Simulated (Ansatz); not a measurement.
**Be2Sn (model cell, started as antifluorite): following an unstable mode**

Wanted: the energy along a soft mode of Be2Sn (model cell, started as antifluorite) and the structure at the end.

Method: DFT PBEsol, scalar-relativistic, plane waves, PAW, in Ansatz 0.2.0.

The structure was built from a prototype and need not be the compound's stable phase.

### Step 1. The structure

Symmetry: Fm-3m, No. 225, cubic system. Conventional cell: a = 5.761 Å, b = 5.761 Å, c = 5.761 Å, α = 90.00°, β = 90.00°, γ = 90.00°. Sn has 8 Be at 2.49 Å nearest. Nearest to Be lie 4 Sn at 2.49 Å. Farther neighbours are not listed.

### Step 2. Phonons on a q mesh

The cell comes from relaxations at this level that are not shown. Stability and thermal properties need the whole zone. Linear response on a 4×4×4 q mesh gives force constants as far as a supercell of that size would.

The input, input.yaml:

```yaml
crystal:
  lattice:
    - [0.0, 2.8806534513, 2.8806534513]
    - [2.8806534513, 0.0, 2.8806534513]
    - [2.8806534513, 2.8806534513, 0.0]
  atoms:
    - { symbol: Sn, position: [0.0, 0.0, 0.0] }
    - { symbol: Be, position: [0.25, 0.25, 0.25] }
    - { symbol: Be, position: [0.75, 0.75, 0.75] }
kpoints:
  mp_grid: { grid: [12, 12, 12] }
hamiltonian:
  xc: pbesol
scf:
  occupations: { method: methfessel_paxton, width: 0.15 }
output:
  eigenvalues: true
phonons:
  method: dfpt
  qmesh: [4, 4, 4]
  temperatures: { t_max: 1000, t_step: 50 }
  qpath:
    path:
      - [[0.0, 0.0, 0.0], [0.5, 0.0, 0.5], [0.625, 0.25, 0.625]]
      - [[0.375, 0.375, 0.75], [0.0, 0.0, 0.0], [0.5, 0.5, 0.5], [0.5, 0.25, 0.75], [0.5, 0.0, 0.5]]
    npoints: 10
```

Command:

```console
$ ansatz run input.yaml --threads 4 --pin off --max-ram 7168MiB --backend cpu --events-out ev --progress --plain --runs-dir out
```

Numbers of over 12 decimals in the logs are rounded to 6 here.

The program printed:

```text
Warning: phonons: the dynamical matrix that this run interpolates holds no multipole term above the dipole-dipole one, and a site of this crystal is no centre of inversion, so its interpolated transverse optical and acoustic branches and sound speeds can stay off near Gamma, and the density of states and the thermodynamics with them. What a run solves at a wave vector of phonons.qpoints, Gamma apart, where the deck admits one, is free of this, and under fd what a larger phonons.supercell samples
Engine: ansatz 0.2.0, aarch64-unknown-linux-gnu
Pseudopotentials: kind: paw
Pseudopotential: Sn, paw, valence charge 14, recommended cutoff 420 eV (normal), Sn.paw.azcp
Pseudopotential: Be, paw, valence charge 2, recommended cutoff 420 eV (normal), Be.paw.azcp
Functional definition: PBEsol
  exchange = pbesol_x
  correlation = pbesol_c
Crystal: 3 atoms, lattice volume = 47.808 Å³
Basis set: ecut = 420 eV, 941 PW (Γ), exchange–correlation on 60×60×60 points (8 copies of the dense FFT grid, shifted against one another)
Bands: 13, of which v1, the nominal top of the filled ones, is band 9 counted from 1 (8 counted from 0)
Symmetry: 48 space group operations
k-points: 72 of 1728
Non-local potential: Sn, projectors of the file, l = 0: 2, l = 1: 2, l = 2: 2, l = 3: 2
Non-local potential: Be, projectors of the file, l = 0: 2, l = 1: 2, l = 2: 1
PAW form: soft (Blöchl's): semilocal exchange-correlation on the pseudo side does not see the compensation charge
PAW frozen core: Sn, regenerated for the run's functional, and the local potential with it (the file was generated under x = pbe(κ = 0.804, μ = 0.219515), c = pbe(β = 0.066725))
PAW frozen core: Be, regenerated for the run's functional, and the local potential with it (the file was generated under x = pbe(κ = 0.804, μ = 0.219515), c = pbe(β = 0.066725))
PAW one-centre angular grid: Sn, 590 points (default); XC on 64 Gauss nodes
PAW one-centre angular grid: Be, 110 points (default); XC on 64 Gauss nodes
Initial density: superposition of atomic densities (neutral atoms: chi_scale 0, normalization atom), corrected by the library's trained network
Initial wavefunctions: pseudopotential atomic-orbital guess
Functional: x = pbesol(κ = 0.804, μ = 0.123457), c = pbesol(β = 0.046)
SCF iter   1: F=—  HF=-6128.936233 eV  |F-HF|=—  |Δ(HF+E_count)|=         —  Δρ=3.67e-3  dr2=7.79e-3  ethr=1.77e-3  ⟨swp⟩=5.1  Hψ=5359  notcnv=0
preconditioner: auto → none  [insulator: Δε(μ)=0.108 eV  Ē_g=17.394 eV  σ=0.150 eV  W_gap=0.57  n_scr=14 (ndim 8)  ℏωp=22.8 eV  f_vac=0.005  D(μ)=0.38/eV (n_scr^D=0)  ε∞_Penn≈2.7]
SCF iter   2: F=—  HF=-6128.934360 eV  |F-HF|=—  |Δ(HF+E_count)|=   1.87e-3  S|Δr|=    0.00e0  Δρ=1.96e-3  dr2=1.81e-3  ethr=4.33e-5  ⟨swp⟩=1.0  Hψ=1520  notcnv=0
SCF iter   3: F=—  HF=-6128.934508 eV  |F-HF|=—  |Δ(HF+E_count)|=   1.48e-4  S|Δr|=    0.00e0  Δρ=1.05e-3  dr2=5.92e-4  ethr=1.00e-5  ⟨swp⟩=2.0  Hψ=1580  notcnv=0
SCF iter   4: F=—  HF=-6128.934190 eV  |F-HF|=—  |Δ(HF+E_count)|=   3.18e-4  S|Δr|=    0.00e0  Δρ=2.74e-4  dr2=3.19e-5  ethr=3.29e-6  ⟨swp⟩=2.1  Hψ=1546  notcnv=0
SCF iter   5: F=—  HF=-6128.934178 eV  |F-HF|=—  |Δ(HF+E_count)|=   1.15e-5  S|Δr|=    0.00e0  Δρ=1.56e-4  dr2=9.14e-6  ethr=1.77e-7  ⟨swp⟩=2.0  Hψ=1579  notcnv=0
SCF iter   6: F=—  HF=-6128.934175 eV  |F-HF|=—  |Δ(HF+E_count)|=   3.85e-6  S|Δr|=    0.00e0  Δρ=7.56e-5  dr2=2.26e-6  ethr=5.08e-8  ⟨swp⟩=2.0  Hψ=1562  notcnv=0
SCF iter   7: F=—  HF=-6128.934175 eV  |F-HF|=—  |Δ(HF+E_count)|=   1.16e-7  S|Δr|=    0.00e0  Δρ=1.92e-5  dr2=1.41e-7  ethr=1.26e-8  ⟨swp⟩=2.6  Hψ=1519  notcnv=0
SCF iter   8: F=—  HF=-6128.934175 eV  |F-HF|=—  |Δ(HF+E_count)|=   7.16e-8  S|Δr|=    0.00e0  Δρ=2.09e-6  dr2=1.55e-9  ethr=7.84e-10  ⟨swp⟩=2.0  Hψ=1516  notcnv=0
SCF iter   9: F=-6128.934175 eV  HF=-6128.934175 eV  |F-HF|=6.37e-12  |Δ(HF+E_count)|=  7.61e-10  S|Δr|=    0.00e0  Δρ=9.66e-8  dr2=2.99e-12  ethr=1.00e-12  ⟨swp⟩=5.1  Hψ=4924  notcnv=0
SCF 1 converged in 9 iterations: F = -6128.934175 eV  dr2 = 2.99e-12
  greatest PAW one-centre occupation: 0.990 electrons in one spin orbital (limit 2), on the Sn atom at site 0 (counted from 0), in its partial waves of l = 2
Initial density: read from a saved state, or passed on in memory by an earlier SCF of this step, an earlier step, the calling program or the single point that the run made first
iter 1 solved again at ethr=1.49e-6 eV; its pass at ethr=3.10e-3 eV (dr2=2.68e-4 eV) is discarded
SCF iter   1: F=—  HF=-6128.934175 eV  |F-HF|=—  |Δ(HF+E_count)|=         —  Δρ=1.24e-6  dr2=5.63e-10  ethr=1.49e-6  ⟨swp⟩=2.0  Hψ=7568  notcnv=0
eigensolver tolerance schedule: the retry pair's looser diagonalisation over-reported the residual by 476748.51 of it (diagonalisation noise at an unbounded share of the residual, at the tolerance the schedule requests for it); recorded, not acted on — ethr = c·dr2/N_el stays at c = 1.0e-1
preconditioner: auto → none  [insulator: Δε(μ)=0.108 eV  Ē_g=17.405 eV  σ=0.150 eV  W_gap=0.56  n_scr=14 (ndim 8)  ℏωp=22.8 eV  f_vac=0.000  D(μ)=0.38/eV (n_scr^D=0)  ε∞_Penn≈2.7]
SCF iter   2: F=—  HF=-6128.934175 eV  |F-HF|=—  |Δ(HF+E_count)|=   6.90e-7  S|Δr|=    0.00e0  Δρ=6.66e-7  dr2=2.02e-10  ethr=3.13e-12  ⟨swp⟩=4.0  Hψ=2463  notcnv=0
SCF iter   3: F=—  HF=-6128.934175 eV  |F-HF|=—  |Δ(HF+E_count)|=  4.55e-11  S|Δr|=    0.00e0  Δρ=4.22e-7  dr2=7.21e-11  ethr=1.12e-12  ⟨swp⟩=1.0  Hψ=936  notcnv=0
SCF iter   4: F=—  HF=-6128.934175 eV  |F-HF|=—  |Δ(HF+E_count)|=  2.00e-11  S|Δr|=    0.00e0  Δρ=2.79e-7  dr2=3.05e-11  ethr=1.00e-12  ⟨swp⟩=1.0  Hψ=936  notcnv=0
SCF iter   5: F=-6128.934175 eV  HF=-6128.934175 eV  |F-HF|=0.00e0  |Δ(HF+E_count)|=  8.19e-12  S|Δr|=    0.00e0  Δρ=6.62e-8  dr2=2.10e-12  ethr=1.00e-12  ⟨swp⟩=1.8  Hψ=2263  notcnv=0
SCF 2 converged in 5 iterations: F = -6128.934175 eV  dr2 = 2.10e-12
phonons: the bands overlap, so this run is a metal and interpolates without the dipole-dipole term. If the crystal is really an insulator or semiconductor, its LO-TO splitting is missing
NSCF: frozen V_eff on 72 k-points
NSCF: frozen V_eff on 163 k-points
DFPT response loops at q = (0, 0, 0) (fractional): preconditioner auto → Kerker (q_TF=auto, 2.318 Å⁻¹) (partly filled bands, converged f_vac=0.000); β = 1.00, the filter's whole step (`scf.mixing.beta` (0.50) is not read by the response loops under this deck's `scf.mixing.preconditioner`; to damp them name `kerker` or `kerker_dos`, under which they read `scf.mixing.beta`, and type it under 1.00, their step now; both keys bind the ground state too); Broyden in place of MSR1
NSCF: frozen V_eff on 1872 k-points
DFPT response loops at q = (0, 0, 0.25) (fractional): mixed as the last ones told, above
NSCF: frozen V_eff on 952 k-points
DFPT response loops at q = (0, 0, -0.5) (fractional): mixed as the last ones told, above
NSCF: frozen V_eff on 1020 k-points
DFPT response loops at q = (0, 0.25, 0.25) (fractional): mixed as the last ones told, above
NSCF: frozen V_eff on 3456 k-points
DFPT response loops at q = (0, 0.25, -0.5) (fractional): mixed as the last ones told, above
NSCF: frozen V_eff on 1872 k-points
DFPT response loops at q = (0, 0.25, -0.25) (fractional): mixed as the last ones told, above
NSCF: frozen V_eff on 560 k-points
DFPT response loops at q = (0, -0.5, -0.5) (fractional): mixed as the last ones told, above
NSCF: frozen V_eff on 1020 k-points
DFPT response loops at q = (0.25, -0.5, -0.25) (fractional): mixed as the last ones told, above
SCF converged after 9 iterations
Stability not checked: this state was not tested for a lower state beside it, because cold or Methfessel-Paxton smearing, or corrected tetrahedra, fill the levels in a way that the test cannot read (fill_not_monotonic; see scf.lower_state_search)
Free energy (F): -6128.934175 eV
Harris-Foulkes:  -6128.934175 eV  (|F-HF|=6.37e-12)
Internal energy: -6128.934991 eV  (E = F + TS)
E sigma→0 (E₀):  -6128.934379 eV
Entropy (-TS):   0.000816 eV (0.272 meV/atom)
Fermi energy:    8.944193 eV
--- Per-component energies (eV) ---
  E_band       = -94.757582
  E_kinetic    = 226.317465
  E_local      = -1085.996436  (includes V_loc(G=0)·N_el)
  E_nonlocal   = -21.225888
  E_hartree    = 642.406535
  E_xc         = -416.473472
  E_vxc        = -136.388821  (∫ρ·V_xc dr)
  E_paw        = -4182.283859  (= ΣΔE_a)
  E_vpaw       = -362.276981  (= ΣTr[D̂ρ^β])
  E_aug_tail   = -0.000001  (compensation charges beyond the density's cutoff)
  E_ewald      = -1291.983236
  E_core_change = 0.303902  (= ΣΔE_core)
  E_smearing   = 0.000816  (= −TS)
  E_closure    = 0.000000  (closes the sum)
  Σ components = -6128.934175   (vs F -6128.934175, Δ=0.00e0)
--- Band table (eV; the first three rows and the last of 72) ---
  k-point 0: bands = [... 5 lower, -2.4664, 9.7333, 9.7333, 9.7333, 9.9531, 9.9531, 9.9531, 12.8135]
  k-point 1: bands = [... 5 lower, -2.3848, 8.3066, 9.1941, 9.1941, 10.4936, 10.4936, 10.7940, 13.0176]
  k-point 2: bands = [... 5 lower, -2.1417, 6.6586, 8.6465, 8.6465, 10.9226, 10.9226, 11.0185, 13.3423]
  k-point 71: bands = [... 5 lower, 0.6921, 3.6715, 3.6715, 4.5091, 11.7372, 11.7372, 13.1480, 13.6026]
--- Phonons (Γ-DFPT): 2 representative perturbations + reference (Σ response iterations 6) ---
  ASR residual: 1.549e-4 → 0.000e0 eV/Å²; symmetrization residual: 1.544e-7 eV/Å²
  ASR residual per site (eV/Å²): 1.55e-4 4.16e-6 4.16e-6
  Γ frequencies (cm⁻¹): 0.00 0.00 0.00 297.42 297.42 297.42 357.66 357.66 357.66
--- Phonons (arbitrary-q DFPT): 8 irreducible q on the 4×4×4 mesh ---
  q = [0.0000, 0.0000, 0.0000] (star 1, of the zone-centre solve; hermiticity 4.20e-8, symmetrization 2.64e-12): -0.00 -0.00 0.00 297.42 297.42 297.42 357.66 357.66 357.66
  q = [0.0000, 0.0000, 0.2500] (star 8, 2 solved perturbations on 936 of 1728 k-point pairs; hermiticity 1.36e-7, symmetrization 4.75e-12): -32.30 -32.30 108.90 294.03 294.03 337.18 361.35 361.35 417.50
  q = [0.0000, 0.0000, -0.5000] (star 4, 2 solved perturbations on 476 of 1728 k-point pairs; hermiticity 7.48e-9, symmetrization 1.07e-12): -68.53 -68.53 137.57 330.89 330.89 361.31 361.31 380.04 457.75
  q = [0.0000, 0.2500, 0.2500] (star 6, 4 solved perturbations in 1608 linear systems a pass and spin channel, the states on 510 of 1728 k-point pairs; hermiticity 5.80e-8, symmetrization 3.59e-13): -48.52 -48.52 113.85 293.87 293.87 366.60 371.25 371.25 401.29
  q = [0.0000, 0.2500, -0.5000] (star 24, 4 solved perturbations in 5328 linear systems a pass and spin channel, the states on 1728 of 1728 k-point pairs; hermiticity 8.34e-8, symmetrization 8.62e-13): -78.77 81.92 121.62 327.44 333.14 361.50 372.36 388.14 397.50
  q = [0.0000, 0.2500, -0.2500] (star 12, 4 solved perturbations in 2892 linear systems a pass and spin channel, the states on 936 of 1728 k-point pairs; hermiticity 4.90e-8, symmetrization 3.88e-14): -23.01 95.50 100.09 309.95 346.77 360.33 365.36 373.43 393.86
  q = [0.0000, -0.5000, -0.5000] (star 3, 4 solved perturbations in 886 linear systems a pass and spin channel, the states on 280 of 1728 k-point pairs; hermiticity 9.02e-8, symmetrization 5.99e-13): -116.08 -116.08 161.54 346.09 346.09 348.14 348.14 395.05 432.16
  q = [0.2500, -0.5000, -0.2500] (star 6, 4 solved perturbations in 1544 linear systems a pass and spin channel, the states on 510 of 1728 k-point pairs; hermiticity 1.28e-7, symmetrization 1.09e-12): 58.54 104.72 104.72 314.89 353.47 353.47 374.26 381.19 389.55
  sum rule: each row above includes the acoustic sum rule's correction from the zone centre's row sums; it moved no ω² by more than (0.60 cm⁻¹)²
  mesh force constants: q→R imaginary residual 4.42e-18; ASR residual 1.549e-4 → 0.000e0 eV/Å²; symmetrization residual 3.553e-15 eV/Å²
  interpolated dispersion: 62 rows × 9 modes
  density of states and harmonic sums: on the 20×20×20 q-mesh, interpolated from the force constants of a 4×4×4 supercell (no non-analytic term)
  largest difference from the sums on the solved wave vectors: F 8.01e-2 eV, S 9.59e-5 and C_V 2.23e-5 eV/K
  zero-point energy: 0.143935 eV/cell   skipped modes (ω ≤ 0): 287, of them read as no rigid motion or as one in doubt: 284 (1.082e0 modes/cell left out, lowest -116.08 cm⁻¹)   left out of the sums: 1.20e-1 of the cell's modes: C_V's classical limit lies that fraction below 3 k_B per atom; for a crystal, a wire or a layer, F and S can be off by more, and a phonons.interpolated_qmesh denser along its periods is the remedy for the sampling
```

It took 3.9 min on 4 threads of Arm Neoverse V2, shared host; peak memory 2.6 GiB; 15 min of CPU time.

The column dr2 measures how far the density is from self-consistency, as an energy; F and HF (Harris–Foulkes) agree once it is small.

Numbers from this step:

- volume per atom: 15.94 Å³
- gap on the k-mesh: 0 eV
- sum-rule residual before enforcement: 1.55e-4 eV/Å²
- lowest frequency on the path: -116.1 cm⁻¹
- point group: m-3m
- highest frequency on the path or at a solved wavevector: 457.8 cm⁻¹
- highest optical mode at the zone centre (no LO-TO term): 357.7 cm⁻¹
- lowest optical zone-centre mode: 297.4 cm⁻¹
- lowest mode on the q mesh (acoustic modes at Γ apart): -116.1 cm⁻¹

Frequencies (cm⁻¹) solved at each irreducible wavevector; negative means imaginary. Frequencies by wavevector, by row:

| q in reciprocal lattice units | star | mode 1 | mode 2 | mode 3 | mode 4 | mode 5 | mode 6 | mode 7 | mode 8 | mode 9 |
| --- | --- | --- | --- | --- | --- | --- | --- | --- | --- | --- |
| 0 0 0 | 1 | 0 | 0 | 0 | 297.4 | 297.4 | 297.4 | 357.7 | 357.7 | 357.7 |
| 0 0 0.25 | 8 | -32.3 | -32.3 | 108.9 | 294 | 294 | 337.2 | 361.4 | 361.4 | 417.5 |
| 0 0 -0.5 | 4 | -68.5 | -68.5 | 137.6 | 330.9 | 330.9 | 361.3 | 361.3 | 380 | 457.8 |
| 0 0.25 0.25 | 6 | -48.5 | -48.5 | 113.8 | 293.9 | 293.9 | 366.6 | 371.2 | 371.2 | 401.3 |
| 0 0.25 -0.5 | 24 | -78.8 | 81.9 | 121.6 | 327.4 | 333.1 | 361.5 | 372.4 | 388.1 | 397.5 |
| 0 0.25 -0.25 | 12 | -23 | 95.5 | 100.1 | 309.9 | 346.8 | 360.3 | 365.4 | 373.4 | 393.9 |
| 0 -0.5 -0.5 | 3 | -116.1 | -116.1 | 161.5 | 346.1 | 346.1 | 348.1 | 348.1 | 395.1 | 432.2 |
| 0.25 -0.5 -0.25 | 6 | 58.5 | 104.7 | 104.7 | 314.9 | 353.5 | 353.5 | 374.3 | 381.2 | 389.6 |

Interpolated from a 4×4×4 q mesh. Phonon branches along the path, in cm⁻¹:

| point | branch 1 | branch 2 | branch 3 | branch 4 | branch 5 | branch 6 | branch 7 | branch 8 | branch 9 |
| --- | --- | --- | --- | --- | --- | --- | --- | --- | --- |
| Γ | 0 | 0 | 0 | 297 | 297 | 297 | 358 | 358 | 358 |
| halfway | -48 | -48 | 114 | 294 | 294 | 367 | 371 | 371 | 401 |
| X | -116 | -116 | 162 | 346 | 346 | 348 | 348 | 395 | 432 |
| halfway | -108 | -85 | 156 | 342 | 345 | 350 | 354 | 393 | 420 |
| U | -87 | 75 | 141 | 332 | 340 | 355 | 371 | 387 | 395 |
| jump to K | -87 | 75 | 141 | 332 | 340 | 355 | 371 | 387 | 395 |
| halfway | 18 | 77 | 82 | 296 | 318 | 340 | 362 | 392 | 393 |
| Γ | 0 | 0 | 0 | 297 | 297 | 297 | 358 | 358 | 358 |
| halfway | -32 | -32 | 109 | 294 | 294 | 337 | 361 | 361 | 418 |
| L | -68 | -68 | 138 | 331 | 331 | 361 | 361 | 380 | 458 |
| halfway | -39 | 70 | 125 | 330 | 347 | 352 | 374 | 379 | 404 |
| W | 58 | 105 | 105 | 315 | 354 | 354 | 374 | 381 | 390 |
| halfway | -80 | -70 | 149 | 335 | 350 | 351 | 357 | 391 | 410 |
| X | -116 | -116 | 162 | 346 | 346 | 348 | 348 | 395 | 432 |

The phonon branches as a text plot (rows in cm⁻¹):

```
    446 |                                     ******
    422 |       *********                   **      **        ***
    398 |    *** ********** ******        **          ** ********
    374 |  *******       *******  ****   *    ***************
    350 |**  **   ***********************************************
    326 |  **    ***    *****  *****       **  ***************
    302 |**    **            ******************
    278 |  ****                     *
    255 |
    231 |
    207 |
    183 |
    159 |         *******                                     ***
    135 |       **       ***                  *********     **
    111 |      *           ****             **         *****
     87 |    **              *****         *           **  *
     63 |   *            **      ****     *           *  ***
     39 |  *                      ****   *           *  *   *
     15 | ***                   ******  ***
     -8 |*   **                *     ***   *        *  *
    -32 |                    **             *         *     **
    -56 |      *        *   *                **** ****       *
    -80 |       **     *  **                     *            *
   -104 |         ********                                    ***
         Γ           X  U|K            Γ         L        W     X
```

Symmetry leaves 8 wavevectors to solve. The lowest mode among them, the acoustic zeros apart, lies at q = (0, -0.5, -0.5) and is imaginary, 116.1i cm⁻¹, so the energy falls along it.

### Step 3. The mode frozen in, largest atomic shift 0 Å

The mode followed lies at q = (0, -0.5, -0.5) with frequency 116.1i cm⁻¹ and is 2-fold degenerate, the softest among the wavevectors solved. At small amplitude the distorted cell has space group no. 11 by a symmetry search on the positions. The undistorted cell that holds it gives the zero of energy on the same k mesh.

System of this step: Be2Sn (model cell, started as antifluorite). Symmetry: Fm-3m, No. 225, cubic system. Conventional cell: a = 5.761 Å, b = 5.761 Å, c = 5.761 Å, α = 90.00°, β = 90.00°, γ = 90.00°. Nearest to Sn lie 8 Be at 2.49 Å. Nearest to Be lie 4 Sn at 2.49 Å. Farther neighbours are not listed.

The input, input.yaml:

```yaml
crystal:
  lattice:
    - [0.0, -2.8806534513, -2.8806534513]
    - [0.0, 2.8806534513, -2.8806534513]
    - [5.7613069026, 0.0, 0.0]
  atoms:
    - { symbol: Sn, position: [0.5, 0.5, 0.5] }
    - { symbol: Sn, position: [0.0, 0.0, 0.0] }
    - { symbol: Be, position: [0.0, 0.5, 0.75] }
    - { symbol: Be, position: [0.5, 0.0, 0.25] }
    - { symbol: Be, position: [0.0, 0.5, 0.25] }
    - { symbol: Be, position: [0.5, 0.0, 0.75] }
kpoints:
  mp_grid: { grid: [8, 8, 6] }
hamiltonian:
  xc: pbesol
scf:
  occupations: { method: methfessel_paxton, width: 0.15 }
output:
  forces: true
  stress: true
  eigenvalues: true
```

The program printed:

```text
[...]
Crystal: 6 atoms, lattice volume = 95.617 Å³
Basis set: ecut = 420 eV, 1875 PW (Γ), exchange–correlation on 60×60×80 points (8 copies of the dense FFT grid, shifted against one another)
Bands: 24, of which v1, the nominal top of the filled ones, is band 18 counted from 1 (17 counted from 0)
Symmetry: 32 space group operations
[...]
k-points: 60 of 384
[...]
k-point 0: bands = [... 14 lower, 5.3600, 8.5367, 9.5037, 9.7326, 9.7326, 9.7341, 9.9526, 9.9539, ... 2 higher]
  k-point 1: bands = [... 14 lower, 5.4942, 8.5558, 8.5558, 8.5885, 9.2756, 9.5966, 9.6536, 11.2132, ... 2 higher]
  k-point 2: bands = [... 14 lower, 5.8939, 7.4460, 7.4460, 7.8857, 8.7416, 9.2963, 10.1103, 12.0033, ... 2 higher]
  k-point 59: bands = [... 14 lower, 3.6720, 3.6720, 4.5085, 4.5085, 11.7373, 11.7373, 11.7373, 11.7373, ... 2 higher]
[key lines of the parts left out:]
SCF converged after 7 iterations
Free energy (F): -12257.868867 eV
Fermi energy:    8.937175 eV
P = ⅓ Tr σ = -0.0568 GPa (-0.568 kbar)
```

It took 2.4 s on 4 threads; peak memory 0.43 GiB.

This step gave:

| Item | Value |
| --- | --- |
| pressure | -0.05678 GPa |
| energy from the undistorted cell | 0 meV/atom |

The run ends at a pressure of -0.06 GPa.

[end of part 1 of 3]

[Logs are printed without paths, hosts, clocks, repeated set-up lines and the standing remarks that a program may print on its own settings, such as how far it seeks lower states.]

[Hosts, paths, dates, database ids (printed as entryN), source tags and the programs' standing remarks are cut or masked in the printed files.]
